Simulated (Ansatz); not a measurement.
# Quasiparticle gap of LiMgBN2 (I-4m2), part 2 of 2

Wanted: the gap of LiMgBN2 (I-4m2) with a many-body correction, and the time that it takes.

Ansatz 0.2.0; PBE, then G0W0 on it, plane waves, PAW. Known limits of the many-body steps: finite bands, screening cutoff and k mesh; no spin-orbit coupling in G0W0.

So far. Step 2 (The PBE band structure): Over mesh and path the gap is 2.603 eV, from k = (0.500, 0.500, -0.500) to k = Γ. The least direct gap found is 3.544 eV, at k = (0.500, 0.500, -0.500).

In doubt: masses and optical values from hybrid runs of this build are listed as unsure (in some of the runs), which bears on the screening that GW takes from such a start.

## 3. G0W0 on the 6×6×6 mesh

G0W0 replaces the xc potential by a self-energy built once from the orbitals of the start. Levels are corrected in the window of bands that the input names, at points of the mesh.

This step: G0W0 on PBE, plane waves, PAW; PAW set soft_1.

input.yaml reads:

```yaml
crystal:
  lattice:
    - [-1.909656, 1.909656, 4.443522]
    - [1.909656, -1.909656, 4.443522]
    - [1.909656, 1.909656, -4.443522]
  atoms:
    - { symbol: Li, position: [0.25, 0.75, 0.5] }
    - { symbol: Mg, position: [0.75, 0.25, 0.5] }
    - { symbol: B, position: [0.5, 0.5, 0.0] }
    - { symbol: "N", position: [0.6512635, 0.6512635, 0.0] }
    - { symbol: "N", position: [0.3487365, 0.3487365, 0.0] }
kpoints:
  mp_grid: { grid: [6, 6, 6] }
hamiltonian:
  xc: pbe
  pseudopotentials: { kind: paw, azcp: { folder: soft_1 } }
scf:
  occupations: { method: fixed }
gw:
  n_empty_bands: 513
  ecut_chi: 230.0
  qp_bands: [v2, c2]
  qp_kpoints: band_edges
  screening: { model: contour_deformation }
```

Command:

```bash
$ ansatz run input.yaml --threads 3 --pin off --max-ram 92160MiB --backend cuda --events-out ev --progress --plain --runs-dir out --devices 1 --max-vram 13GiB
```

Numbers of over 12 decimals in the logs are rounded to 6 here.

The program printed:

```text
GPUs: using 1 of 1 available (devices: 1).
[...]
GPU FFT provider: cuFFT
GPU libraries: cuBLAS 13.8.2, cuFFT 12.4.0, cuSOLVER 12.3.4
Crystal: 5 atoms, lattice volume = 64.818 Å³
Basis set: ecut = 420 eV, 1283 PW (Γ)
Bands: 18, of which v1, the nominal top of the filled ones, is band 13 counted from 1 (12 counted from 0)
Symmetry: 8 space group operations
[...]
k-points: 30 of 216 (time reversal used)
[...]
GPU buffer pool allocated for 46656 grid points (all kernels)
[...]
SCF iter   1: F=—  HF=-3059.828881 eV  |F-HF|=—  |Δ(HF+E_count)|=         —  Δρ=1.03e-1  dr2=9.26e0  ethr=3.10e-3  ⟨swp⟩=5.0  Hψ=2573  notcnv=0  defer=78
[...]
SCF iter   8: F=-3057.063799 eV  HF=-3057.063798 eV  |F-HF|=3.36e-9  |Δ(HF+E_count)|=   5.73e-7  Δρ=2.57e-6  dr2=3.51e-9  ethr=3.85e-10  ⟨swp⟩=9.6  Hψ=2369  notcnv=0
SCF 1 converged in 8 iterations: F = -3057.063799 eV  dr2 = 3.51e-9
[...]
NSCF: frozen V_eff on 30 k-points, pencils in batches of 32, up to order 72
the band table was solved once the SCF had ended and its energy, with any forces and stress, was formed, with the checks that follow a solve (2843 applications of the Hamiltonian). They found nothing against the state; the energy, forces and stress were not computed again (output.eigenvalues in the input reference)
[...]
NSCF: frozen V_eff on 30 k-points
G₀W₀ screening: q 1/30
[... further progress lines ...]
[...]
SCF converged after 8 iterations
Free energy (F): -3057.063799 eV
[...]
Internal energy: -3057.063799 eV  (E = F + TS)
E sigma→0 (E₀):  -3057.063799 eV
Fermi energy:    3.105453 eV
[...]
--- Band table (eV; the first three rows and the last of 30) ---
  k-point 0: bands = [... 9 lower, 0.9908, 0.9908, 1.7554, 1.7554, 5.7089, 9.1876, 10.9443, 10.9443, ... 1 higher]
  k-point 1: bands = [... 9 lower, 0.4655, 0.7740, 1.6012, 2.1540, 6.8010, 9.9038, 10.1587, 10.3284, ... 1 higher]
  k-point 2: bands = [... 9 lower, -0.1039, 0.3499, 1.3196, 2.5437, 7.9205, 9.7445, 9.8625, 11.3534, ... 1 higher]
  k-point 29: bands = [... 9 lower, 0.2024, 0.2024, 3.1055, 3.1055, 6.6501, 9.4436, 9.6607, 9.6607, ... 1 higher]
--- G₀W₀: contour deformation, 7 samples at zero and on the imaginary axis and 3 off it, 216 q-points, 513 empty bands' worth ---
  eigenvalues of the whole cell's RPA ε∞ on this k-mesh (on a slab, of 1 + 4πα/V) = 2.6210, 2.6210, 3.5136; static W/v taken at q = 0 is 0.350938
  bands read: the sum over 526 bands ends inside a degenerate multiplet in 2 slots, whose members it reads at an even weight; the widest, k=0: bands 526 to 527 (counted from 1) at 1/2 each
  gw.qp_kpoints: band_edges: 15 of 30 stored k-points solved, in 1 pass; an edge of the gap read off the rows below is read off those points alone
    valence top: of the k-points left out ik 6 came nearest to being solved in a further pass, in band 13 (counted from 1, as in the quasiparticle table): it holds the edge there only if its correction is more favourable than any solved in that band by at least 0.525 eV; those differ by 0.138 eV
    conduction bottom: of the k-points left out ik 4 came nearest to being solved in a further pass, in band 14 (counted from 1, as in the quasiparticle table): it holds the edge there only if its correction is more favourable than any solved in that band by at least 0.539 eV; those differ by 0.499 eV
    ik  band        ε_KS         Σx   Σc(E_QP)       V_xc       Z   E_QP_lin       E_QP  E_QP is
     0    12      1.7554   -19.7874     2.7716   -15.5065  0.7641     0.2095     0.2461  root
     0    13      1.7554   -19.7874     2.7716   -15.5065  0.7641     0.2095     0.2461  root
     0    14      5.7089    -5.3691    -3.2692    -9.0578  0.8372     6.1299     6.1285  root
     0    15      9.1876    -3.8039    -3.7375    -8.1449  0.8324     9.7952     9.7912  root
     3    12      1.1916   -19.4307     2.9539   -14.8750  0.7601    -0.4579    -0.4102  root
     3    13      2.6652   -20.1006     2.4440   -16.2033  0.7728     1.1842     1.2119  root
     3    14      8.2104    -3.3284    -3.4326    -7.0668  0.8391     8.5170     8.5162  root
     3    15      8.7533    -6.5553    -4.0665   -11.6790  0.8098     9.8224     9.8105  root
    11    12      1.9893   -19.9741     2.6645   -15.7987  0.7682     0.4448     0.4786  root
    11    13      2.4806   -20.2884     2.5341   -16.3189  0.7692     1.0171     1.0451  root
    11    14      8.4386    -6.4117    -3.7015   -10.9175  0.8146     9.2498     9.2430  root
    11    15      8.8168    -5.7128    -3.7855   -10.2051  0.8171     9.5294     9.5236  root
    15    12      2.2014   -19.9858     2.5748   -15.9524  0.7681     0.7122     0.7428  root
    15    13      2.2014   -19.9858     2.5748   -15.9524  0.7681     0.7122     0.7428  root
    15    14      5.9855    -5.5686    -3.2498    -9.2491  0.8352     6.4177     6.4162  root
    15    15      9.1687    -4.2361    -3.7840    -8.6313  0.8297     9.7841     9.7799  root
    16    12      2.0236   -19.5746     2.5932   -15.4725  0.7692     0.4808     0.5147  root
    16    13      2.1055   -19.8516     2.6079   -15.7414  0.7692     0.5703     0.6032  root
    16    14      8.5570    -4.6368    -3.4923    -8.6157  0.8252     9.0461     9.0436  root
    16    15      9.2081    -6.6982    -4.0702   -11.7719  0.8044    10.2234    10.2115  root
    18    12      2.2583   -20.0617     2.5743   -16.0100  0.7700     0.7504     0.7809  root
    18    13      2.6623   -20.3983     2.4691   -16.5134  0.7703     1.2201     1.2465  root
    18    14      7.5730    -5.7368    -3.4589    -9.7992  0.8248     8.1800     8.1765  root
    18    15      9.4837    -6.3530    -4.1107   -11.4034  0.8072    10.4342    10.4234  root
    19    12      2.4845   -20.2170     2.5075   -16.2681  0.7703     1.0151     1.0431  root
    19    13      2.6972   -20.2354     2.4209   -16.3932  0.7717     1.2495     1.2758  root
    19    14      7.1593    -5.6384    -3.3623    -9.5257  0.8274     7.6868     7.6843  root
    19    15      9.6213    -6.5309    -4.3169   -11.9643  0.8020    10.7530    10.7378  root
    21    12      2.2109   -20.2532     2.6402   -16.1336  0.7684     0.7003     0.7315  root
    21    13      2.7616   -20.3242     2.4233   -16.4798  0.7720     1.3145     1.3405  root
    21    14      7.8635    -5.9632    -3.5145   -10.1443  0.8203     8.5345     8.5301  root
    21    15      9.2890    -6.2738    -4.1810   -11.5093  0.8073    10.3564    10.3435  root
    23    12      1.8451   -20.1778     2.7850   -15.8774  0.7657     0.2942     0.3297  root
    23    13      2.6015   -20.3364     2.4971   -16.4035  0.7711     1.1384     1.1657  root
    23    14      8.4893    -6.3636    -3.6847   -10.8478  0.8123     9.2955     9.2888  root
    23    15      8.8006    -5.6319    -3.8700   -10.2581  0.8184     9.5632     9.5567  root
    24    12      1.7638   -20.0530     2.8016   -15.7214  0.7650     0.1968     0.2339  root
    24    13      2.7720   -20.2343     2.4162   -16.3838  0.7728     1.3114     1.3378  root
    24    14      8.6574    -6.0421    -3.6293   -10.3496  0.8118     9.3408     9.3356  root
    24    15      8.9210    -6.4578    -4.1258   -11.6572  0.8091    10.0071     9.9946  root
[...]
27    12      2.4804   -20.4043     2.5561   -16.3945  0.7707     0.9982     1.0266  root
    27    13      2.8181   -20.5359     2.4299   -16.7053  0.7709     1.3923     1.4174  root
    27    14      7.4396    -5.6026    -3.4447    -9.6659  0.8268     8.0617     8.0582  root
    27    15      9.8882    -5.8588    -4.2043   -11.0151  0.8048    10.8520    10.8403  root
    28    12      2.6656   -20.4795     2.4856   -16.5697  0.7707     1.2148     1.2414  root
    28    13      2.9926   -20.5340     2.3606   -16.7801  0.7726     1.5753     1.5993  root
    28    14      7.1870    -5.3857    -3.3629    -9.2777  0.8290     7.7187     7.7161  root
    28    15      9.3454    -6.2563    -4.2993   -11.6763  0.8071    10.4806    10.4661  root
    29    12      3.1055   -20.6970     2.3318   -16.9939  0.7724     1.7115     1.7343  root
    29    13      3.1055   -20.6970     2.3318   -16.9939  0.7724     1.7115     1.7343  root
    29    14      6.6501    -5.0798    -3.2681    -8.7629  0.8354     7.0665     7.0650  root
    29    15      9.4436    -6.3606    -3.9536   -11.0508  0.8153    10.1866    10.1802  root
```

The job ended after 2.7 min (1 × NVIDIA H100 80GB HBM3 (shared by 6 runs) with 3 threads of AMD EPYC 7R13 (Zen 3), shared host; peak memory 3.1 GiB; 5 min of CPU time).

This step gave:

```yaml
bands_summed: 526
rpa_eps_infinity_on_this_mesh_eigenvalues: 2.621, 2.621, 3.514
plane_waves_in_the_screening_matrix: 527
q_points_in_the_mesh: 216
g0w0_gap_over_the_corrected_points: 4.394 eV
k_of_the_valence_top: -0.5, -0.5, -0.5
k_of_the_conduction_bottom: 0, 0, 0
starting_gap_on_the_mesh: 2.603 eV
z_at_the_valence_top: 0.7724
z_at_the_conduction_bottom: 0.8372
least_direct_g0w0_gap_over_the_corrected_points: 5.331 eV
```

Over 15 of 30 irreducible mesh points the G0W0 gap is 4.394 eV, from k = (-0.500, -0.500, -0.500) to k = Γ. The PBE gap of this run on the mesh is 2.603 eV. The two states that bound the G0W0 gap lie that far apart at the start, so the correction of the gap is 4.394 − 2.603 = +1.791 eV. The start of this run differs from the step before in mesh (8×8×8 and 6×6×6).

Labels follow the order of the start: v1 is the top filled band, c1 the lowest empty one; levels that stay degenerate share a row, the window can cut a multiplet, doubted levels are not marked in this list, bands outside the window were not corrected, and the list may be a part of the corrected levels. The levels before and after the correction (eV, zero at the valence-band top of each column):

```tsv
	conduction bottom	valence top
Kohn-Sham	2.60	0.00
G0W0	4.39	0.00
```

```tsv
	level	occupation	energy (eV)
Kohn-Sham	Γ v2-v1	2	-1.350
Kohn-Sham	Γ c1	0	2.603
Kohn-Sham	Γ c2	0	6.082
Kohn-Sham	(-0.5 -0.5 -0.5) v2-v1	2	0.000
Kohn-Sham	(-0.5 -0.5 -0.5) c1	0	3.545
Kohn-Sham	(-0.5 -0.5 -0.5) c2	0	6.338
G0W0	Γ v2-v1	2	-1.488
G0W0	Γ c1	0	4.394
G0W0	Γ c2	0	8.057
G0W0	(-0.5 -0.5 -0.5) v2-v1	2	0.000
G0W0	(-0.5 -0.5 -0.5) c1	0	5.331
G0W0	(-0.5 -0.5 -0.5) c2	0	8.446
```

The parts of the quasiparticle energy for the two states that bound the G0W0 gap, in eV on the run's own scale (QP = start + Σx + Σc − Vxc, with Σc at the quasiparticle energy):

```tsv
edge	k	band	start	Σx	Σc	Vxc	Z	QP
valence top	(-0.500, -0.500, -0.500)	12	3.106	−20.697	2.332	−16.994	0.772	1.734
conduction bottom	Γ	14	5.709	−5.369	−3.269	−9.058	0.837	6.128
```

## 4. Side by side

Each gap is the least one over the points named; times are wall times on shared hosts, not benchmarks. A G0W0 time includes the run's own self-consistent start. Rows marked * are further runs, not shown as steps, whose inputs differ from the G0W0 step on the same start in the columns given; solver thresholds can differ too. Symmetry makes (0.500, 0.500, -0.500) and (-0.500, -0.500, -0.500) one point.

```tsv
level	mesh	files, cutoff	bands summed, screening	points	gap (eV)	valence top	conduction bottom	least direct gap (eV)	time
PBE	8×8×8	soft_1 PAW, 420 eV	-	mesh and path	2.603	(0.500, 0.500, -0.500)	Γ	3.544	5.6 s
G0W0@PBE*	6×6×6	soft_1 PAW, 420 eV	97, 69 eV	16 of 30 irreducible mesh points	3.947	(-0.500, -0.500, -0.500)	Γ	4.924	45 s
G0W0@PBE*	6×6×6	soft_1 PAW, 420 eV	251, 138 eV	16 of 30 irreducible mesh points	4.264	(-0.500, -0.500, -0.500)	Γ	5.196	1.7 min
G0W0@PBE	6×6×6	soft_1 PAW, 420 eV	526, 230 eV	15 of 30 irreducible mesh points	4.394	(-0.500, -0.500, -0.500)	Γ	5.331	2.7 min
G0W0@PBE*	4×4×4	soft_1 PAW, 420 eV	251, 138 eV	9 of 13 irreducible mesh points	4.272	(-0.500, -0.500, -0.500)	Γ	5.199	20 s
G0W0@PBE*	6×6×6	soft_1 PAW, 420 eV	526, 230 eV, plasmon pole	16 of 30 irreducible mesh points	4.301	(-0.500, -0.500, -0.500)	Γ	5.251	2.7 min
```

## 5. Results

| Item | Value |
| --- | --- |
| PBE gap over mesh and path | 2.603 eV, from k = (0.500, 0.500, -0.500) to k = Γ |
| G0W0@PBE gap over 15 of 30 irreducible mesh points | 4.394 eV, from k = (-0.500, -0.500, -0.500) to k = Γ |
| GW settings | 6×6×6 mesh, 513 empty bands, screening to 230 eV, PAW set soft_1 files |
| known limits | finite bands, screening cutoff and k mesh; no spin-orbit coupling in G0W0 |

**Reading.** Over 15 of 30 irreducible mesh points the G0W0 gap is 4.394 eV, from k = (-0.500, -0.500, -0.500) to k = Γ. The PBE gap of this run on the mesh is 2.603 eV. The two states that bound the G0W0 gap lie that far apart at the start, so the correction of the gap is 4.394 − 2.603 = +1.791 eV. The valence state moves by 1.734 − 3.106 = −1.372 eV and the conduction state by 6.128 − 5.709 = +0.419 eV, on the run's own scale; with 97 bands the edge states move by −0.776 and +0.568 eV, so the split between the edges depends on the bands and cutoff. Both edges that PBE shows over mesh and path lie at k points where levels were corrected. Levels at other points were not corrected, so a lower G0W0 gap elsewhere in the zone is not ruled out. From 97 bands and 69 eV to 526 bands and 230 eV the gap moves by 4.394 − 3.947 = +0.447 eV (rung by rung 3.947, 4.264, 4.394 eV); bands and screening cutoff rise together, so their parts are not told apart. A line in one over the bands through the two highest rungs gives 4.394 + (4.394 − 4.264) × 251 / (526 − 251) = 4.513 eV, and through the pair below 4.264 + (4.264 − 3.947) × 97 / (251 − 97) = 4.464 eV. The two differ by 0.049 eV, not under the 0.030 eV asked, so the law does not hold well over these rungs and the limit is not known. With the 4×4×4 mesh in place of the 6×6×6 mesh and all else as in the G0W0@PBE row with 251 bands, the gap differs by 4.272 − 4.264 = +0.008 eV, and that of the start by 2.603 − 2.603 = +0.000 eV. With the plasmon pole model in place of the contour deformation model and all else as in the G0W0@PBE row with 526 bands, the gap differs by 4.301 − 4.394 = −0.093 eV. G0W0 on other starts in this series, not shown as steps and not all at these settings: 4.970 eV on HSE06 (6×6×6, soft_1 PAW, 526 bands, 230 eV) and 4.353 eV on LDA (6×6×6, soft_1 PAW, 526 bands, 230 eV). The G0W0 runs are scalar-relativistic. G0W0@PBE runs of this series with other atomic data on the same mesh, not shown as steps, give 4.480 eV (hard PAW, 870 eV, 773 bands, screening to 299 eV); where bands and cutoffs differ too, the part of the files is not isolated.

[Paths, hosts, dates, memory and timing lines, banners, echoed tables and standing remarks are left out of the program output.]

[Logs are printed without paths, hosts, clocks, repeated set-up lines and the standing remarks that a program may print on its own settings, such as how far it seeks lower states.]

[Runs of the session that timed out or met a known fault of the program may be left out.]

[Cells called generated may have been cut or substituted from an entry of the Crystallography Open Database or the Materials Project.]

[Hosts, paths, dates, database ids (printed as entryN), source tags and the programs' standing remarks are cut or masked in the printed files.]

[Where an RPA ε∞ is given, it is that of the G0W0 mesh and is not shown converged in it. Names of k-points follow the symmetry that the program found, which can be lower than the space group named. Band edges on a path are those of the sampled points; other points can move an edge, and change direct to indirect where valleys lie close.]

[Hybrid gaps are those of their k-mesh and are not shown converged in it.]
